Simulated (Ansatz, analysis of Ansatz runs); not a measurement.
# Reproducing a measured local vibrational mode: B-H pair in alpha-quartz

Aim: the local vibrational mode of the B-H pair in alpha-quartz, to be set beside the measurement. Set-up: HSE06, 72-site cell, PBE lattice, 420 eV, k: the zone centre alone, relaxed with the hybrid, anharmonic cut along the mode. The model is a cell of 72 host atoms with B put on another atom's site and H put in between. The frequencies come from force constants among the defect atom and its neighbours, with the masses of the isotopes named. Exact exchange opens the gap, stiffens bonds and lessens the self-interaction error, at many times the cost.

**The experiment.** O-H stretch, 1H: 3595 cm⁻¹ at 300 K, by diffuse reflectance FTIR with peak fitting (“Structural evolution of water and hydroxyl groups during thermal, mechanical and chemical treatment of high purity natural quartz”, 2020, pmc:9055915). The runs below try to reproduce this.

Main program and level: Ansatz 0.2.0; plane-wave PAW DFT, HSE06; relaxation of all atoms of a defect supercell.

Most raw output is cut from this account.

## (1) Set-up

The cell holds 73 atoms: 23 Si, 48 O, 1 B and 1 H. Cell: a = 10.037 Å, b = 10.037 Å, c = 11.018 Å, α = 90.0°, β = 90.0°, γ = 120.0°. It derives from SiO2 (space group P3_221). Nearest the centre at fractional (0.246, 0.226, 0.471): H73 at 0.43 Å, B12 at 0.89 Å, O4 at 1.43 Å, O9 at 1.81 Å, O16 at 1.82 Å, O15 at 1.84 Å, Si1 at 2.70 Å, Si19 at 3.17 Å.

The host's primitive cell comes from a first run (plane-wave PAW DFT, PBE; relaxation of the host's cell and atoms): vectors of 5.018, 5.018 and 5.509 Å. That is 13.35 Å³ an atom, 6.1 % over the diffraction cell's volume. The supercell is built on it.

## (2) Relaxation, charge 0

Every later number rests on the structure around the defect, so the atoms are relaxed at the host's lattice first.

File relax/input.yaml:

```yaml
relax:
  f_tol: 0.01
  max_steps: 80
  random_displacement: { amplitude: 0.02, seed: 944 }
crystal:
  lattice:
    - [10.03667685, 0.0, 0.0]
    - [-5.01833842, 8.69201712, 0.0]
    - [0.0, 0.0, 11.01794798]
  atoms:
    - { symbol: Si, position: [0.238184539, 0.0, 0.333333333] }
    - { symbol: Si, position: [0.0, 0.238184539, 0.166666667] }
    - { symbol: Si, position: [0.261815461, 0.261815461, 0.0] }
    - { symbol: O, position: [0.198334715, 0.10811067, 0.38082311] }
    - { symbol: O, position: [0.37193999, 0.079143431, 0.230475271] }
    - { symbol: O, position: [0.420856569, 0.292796559, 0.063808605] }
    - { symbol: O, position: [0.12806001, 0.207203441, 0.102858062] }
    - { symbol: O, position: [0.079143431, 0.37193999, 0.269524729] }
[... 61 atom lines left out ...]
    - { symbol: O, position: [0.62806001, 0.707203441, 0.602858062] }
    - { symbol: O, position: [0.579143431, 0.87193999, 0.769524729] }
    - { symbol: O, position: [0.792796559, 0.920856569, 0.936191395] }
    - { symbol: H, position: [0.233984441, 0.18832701, 0.446334938] }
basis:
  ecutwfc: 420
  xc_grid: 2
hamiltonian:
  xc: hse06
kpoints:
  mp_grid: { grid: [1, 1, 1] }
scf:
  occupations: { method: fermi_dirac, width: 0.01 }
  max_iter: 120
output:
  forces: true
checkpoint:
  write: "../relax.run"
  compress: false
  write_wavefunctions: true
  write_every: 100000
```

The run is started by

```bash
$ ansatz run input.yaml --threads 4 --pin off --max-ram 7536MiB --backend cpu --events-out ev --progress --plain --runs-dir out
```

Run time: 29 min. Hardware: 4 threads of Arm Neoverse V1, shared host; peak memory 2.4 GiB.

Step by step:

| step | energy less that of the first step (eV) | largest force component (eV/Å) |
| --- | --- | --- |
| 1 | 0.0000 | 8.6131 |
| 2 | -3.0976 | 3.7589 |
| 3 | -4.3345 | 1.7692 |
| 4 | -4.7231 | 0.6627 |
| 5 | -4.8395 | 0.5598 |
| 6 | -4.9237 | 0.5554 |
| 7 | -4.9989 | 0.4626 |
| 8 | -5.0695 | 1.2113 |
| 9 | -5.1304 | 1.9244 |
| 10 | -5.2396 | 0.7623 |
| 11 | -5.3205 | 0.4837 |
| 12 | -5.3596 | 0.3747 |
| 13 | -5.3610 | 0.9118 |
| 14 | -5.4003 | 0.1754 |
| 15 | -5.4059 | 0.1242 |
| 16 | -5.4065 | 0.3332 |
| 17 | -5.4090 | 0.0256 |
| 18 | -5.4090 | 0.0255 |
| 19 | -5.4089 | 0.0350 |
| 20 | -5.4093 | 0.0135 |
| 21 | -5.4093 | 0.0037 |

Relaxation step 19 was tried and not accepted.

The atoms that moved most (Å, from the sites as typed, ahead of the random displacement):

| atom | dx | dy | dz | length |
| --- | --- | --- | --- | --- |
| H73 | -0.908 | -1.201 | -0.335 | 1.542 |
| O52 | -0.241 | 0.057 | -0.174 | 0.302 |
| O15 | -0.258 | 0.088 | 0.095 | 0.289 |
| O16 | -0.049 | 0.266 | -0.089 | 0.284 |
| O50 | 0.174 | 0.174 | 0.126 | 0.276 |
| O25 | -0.110 | -0.089 | -0.234 | 0.273 |
| O24 | -0.136 | 0.028 | 0.222 | 0.262 |
| O71 | 0.168 | 0.149 | -0.128 | 0.259 |

The atoms nearest to the centre after the run:

| atom | distance (Å) |
| --- | --- |
| B12 | 1.047 |
| O4 | 1.414 |
| O9 | 1.738 |
| O15 | 1.746 |
| O16 | 1.778 |
| H73 | 1.847 |
| Si1 | 2.816 |
| Si19 | 3.056 |

Neighbours of the added atoms: H73: O4 0.96, Si1 2.21, O63 2.26 Å.

Numbers from this step:

```yaml
free_energy: -42120.0838 eV
```

The relaxation ends 74 meV an atom lower than the displaced start, with a largest force component of 0.0037 eV/Å.

## (3) Local vibrational modes

A local mode lives on the defect and the atoms next to it, so only the sites listed in the input are displaced, which costs far fewer SCF runs than the whole cell would.

This step: plane-wave PAW DFT, HSE06; finite-displacement force constants among the atoms nearest to a defect, the others at rest.

File modes/input.yaml:

```yaml
crystal:
  lattice:
    - [10.03667685, 0.0, 0.0]
    - [-5.01833842, 8.69201712, 0.0]
    - [0.0, 0.0, 11.01794798]
  atoms:
    - { symbol: Si, position: [0.23373282, -0.013474832, 0.329793894] }
    - { symbol: Si, position: [0.001700815, 0.247478195, 0.169031202] }
[... 1 atom line left out ...]
    - { symbol: O, position: [0.180391258, 0.09967788, 0.39041081] }
[... 3 atom lines left out ...]
    - { symbol: O, position: [0.09128791, 0.374071557, 0.273261645] }
    - { symbol: O, position: [0.300433038, 0.417343918, 0.443662601] }
[... 1 atom line left out ...]
    - { symbol: Si, position: [0.009818154, 0.256095793, 0.668703823] }
    - { symbol: B, position: [0.277241368, 0.314939768, 0.534235851] }
[... 2 atom lines left out ...]
    - { symbol: O, position: [0.400299115, 0.302858709, 0.57247243] }
    - { symbol: O, position: [0.138641683, 0.237742508, 0.594828931] }
[... 2 atom lines left out ...]
    - { symbol: Si, position: [0.246185514, 0.496437401, 0.342933193] }
[... 7 atom lines left out ...]
    - { symbol: O, position: [0.291115241, 0.911366802, 0.432021305] }
[... 19 atom lines left out ...]
    - { symbol: Si, position: [0.488858718, 0.246516031, 0.662480646] }
[... 25 atom lines left out ...]
    - { symbol: H, position: [0.074559339, 0.050171708, 0.415926413] }
basis:
  ecutwfc: 420
  xc_grid: 2
hamiltonian:
  xc: hse06
kpoints:
  mp_grid: { grid: [1, 1, 1] }
scf:
  occupations: { method: fermi_dirac, width: 0.01 }
  max_iter: 120
output: {}
checkpoint:
  read: "../relax.run"
phonons:
  supercell: [1, 1, 1]
  displaced_sites: [3, 72]
```

It took 27 min on 4 threads; peak memory 2.4 GiB.

Numbers from this step:

* free energy: -42120.0838 eV

The modes with the largest weight on the probed atoms (the light atom of a pair), for the masses of each isotope. Modes of the displaced atoms (local only where they lie over the host's phonons):

| isotopes | mode (cm⁻¹) | share of the defect atoms |
| --- | --- | --- |
| H | 3806 | 0.941 |
| H | 964.1 | 0.927 |
| H | 407.2 | 0.885 |
| D | 2771 | 0.886 |
| D | 689.3 | 0.772 |
| D | 314.1 | 0.552 |

## (4) Point 1 along the mode

A light atom samples the curved part of its well, so the energy is mapped along the mode and the one-dimensional Schrödinger equation solved on it.

This step: plane-wave PAW DFT, HSE06; single point of a defect supercell.

cut0/input.yaml, as its differences from modes/input.yaml of step 3:

```diff
@@ -9,3 +9,3 @@
 [... 1 atom line left out ...]
-    - { symbol: O, position: [0.180391258, 0.09967788, 0.39041081] }
+    - { symbol: O, position: [0.178524021, 0.098876269, 0.390883501] }
 [... 3 atom lines left out ...]
@@ -26,3 +26,3 @@
 [... 25 atom lines left out ...]
-    - { symbol: H, position: [0.074559339, 0.050171708, 0.415926413] }
+    - { symbol: H, position: [0.104445079, 0.063488293, 0.408488779] }
 basis:
@@ -37,7 +37,5 @@
   max_iter: 120
-output: {}
+output:
+  forces: true
 checkpoint:
   read: "../relax.run"
-phonons:
-  supercell: [1, 1, 1]
-  displaced_sites: [3, 72]
```

Run time: 1.7 min. Hardware: 4 threads; peak memory 2.3 GiB.

Numbers from this step:

```yaml
free_energy: -42115.4639 eV
```

The other runs of this kind differ in structure, charge or spin alone:

| run | outcome | energy less the first (eV) | moment (μB) | time |
| --- | --- | --- | --- | --- |
| point 1 along the mode | converged | 0.0000 | 0.00 | 1.7 min |
| point 2 along the mode | converged | -2.6562 | 0.00 | 1.8 min |
| point 3 along the mode | converged | -3.8624 | 0.00 | 1.8 min |
| point 4 along the mode | converged | -4.4624 | 0.00 | 1.8 min |
| point 5 along the mode | converged | -4.5070 | 0.00 | 1.7 min |
| point 6 along the mode | converged | -4.2338 | 0.00 | 1.7 min |
| point 7 along the mode | converged | -3.8990 | 0.00 | 1.8 min |
| point 8 along the mode | converged | -3.4739 | 0.00 | 2 min |
| point 9 along the mode | converged | -3.0401 | 0.00 | 1.9 min |

## (5) Anharmonic fundamental

Analysis of the runs above: one-dimensional Schroedinger equation on a polynomial through HSE06 energies along the local mode.

It gives:

| Item | Value |
| --- | --- |
| stretch | 3642 cm⁻¹ |
| stretch harmonic | 3806 cm⁻¹ |

Table of energy by normal coordinate:

| normal coordinate (amu½ Å) | energy (eV) |
| --- | --- |
| -0.282 | 4.62 |
| -0.207 | 1.96 |
| -0.141 | 0.757 |
| -0.071 | 0.157 |
| 0.000 | 0 |
| 0.071 | 0.113 |
| 0.141 | 0.386 |
| 0.207 | 0.721 |
| 0.282 | 1.15 |
| 0.358 | 1.58 |

## (6) Results

```json
{
 "distance from the defect atom to its nearest neighbour": "0.963 Å",
 "O-H stretch, 1H": "3642 cm⁻¹",
 "time of the whole chain": "72 min on 4 threads"
}
```

**Reading.** O-H stretch, 1H: computed 3642 cm⁻¹, measured 3595 cm⁻¹; 47 cm⁻¹ (1 %) above the measurement. The anharmonic cut moves the O-H stretch, 1H from 3806 to 3642 cm⁻¹; a straight cut leaves out the coupling to the other modes. Only the named neighbours move, so modes near the host's band are approximate. Limits: the zone centre alone is a coarse sampling for this cell.

[Logs are printed without paths, hosts, clocks, repeated set-up lines and the standing remarks that a program may print on its own settings, such as how far it seeks lower states.]

[Hosts, paths, dates, database ids (printed as entryN), source tags and the programs' standing remarks are cut or masked in the printed files.]

[For some hosts the program warned that the k-mesh of the response run may be too coarse for force constants and the static dielectric constant; such warnings are not shown here.]
